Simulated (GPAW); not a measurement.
# The Ti K excitation threshold of BaTiO3 (P4mm) under uniform strain

For each volume the threshold was computed as E(hole) − E(ground) plus the lowest empty eigenvalue of the hole cell (GPAW, LDA, 10-atom cell, total energies on 4×4×4 k points, the eigenvalue on 6×6×6, hole spin-paired). The values are raw, 23 eV above the value with the free atom's term for the hole's spin taken off; only their change is used. The threshold is the spectrum's zero, where absorption may be weak, not the visible edge.

| volume | ln(V/V₀) | threshold (eV) |
| --- | --- | --- |
| V × 0.94 | -0.06188 | 4970.545 |
| V × 0.97 | -0.03046 | 4970.664 |
| V × 1 | +0.00000 | 4970.773 |
| V × 1.03 | +0.02956 | ? |
| V × 1.06 | +0.05827 | 4970.958 |

The database entry behind the starting cell differs from later determinations by our own check (c/a about 0.6 % short), so it need not match the best structure at ambient conditions.

Q: Fit a straight line in ln(V/V₀), give its slope, and predict the threshold at V × 1.03.

The means of the given rows are x̄ = -0.00852 and Ē = 4970.735 eV. Σ(x − x̄)(E − Ē) = 0.02691 and Σ(x − x̄)² = 0.007862, so the slope is +3.42 eV, and the line passes the given rows within 0.009 eV. At x = +0.02956 it gives 4970.735 + (+3.42) × (+0.03808) = 4970.865 eV. The run gives 4970.871 eV, a miss of -0.006 eV over a total move of +0.413 eV. The slope is the clamped-ion volume deformation potential of the lowest empty level of the hole cell on this mesh (the hole may pull it below the band edge) against the Ti 1s level, with the hole's relaxation included: the threshold rises by 0.034 eV for 1 % of expansion. The charged cell's image error also scales with the cell's size and isn't taken out.

[Hosts, paths, dates, database ids (printed as entryN), source tags and the programs' standing remarks are cut or masked in the printed files.]

[Lists of maxima count a maximum above −3 eV only where it reaches 4 % of the highest in the window and stands out from its surroundings by 2 % of it (1.5 % where it reaches 55 %); shoulders and weaker maxima are passed over, and of the rest the first, up to two pre-edge ones and the few strongest are named.]
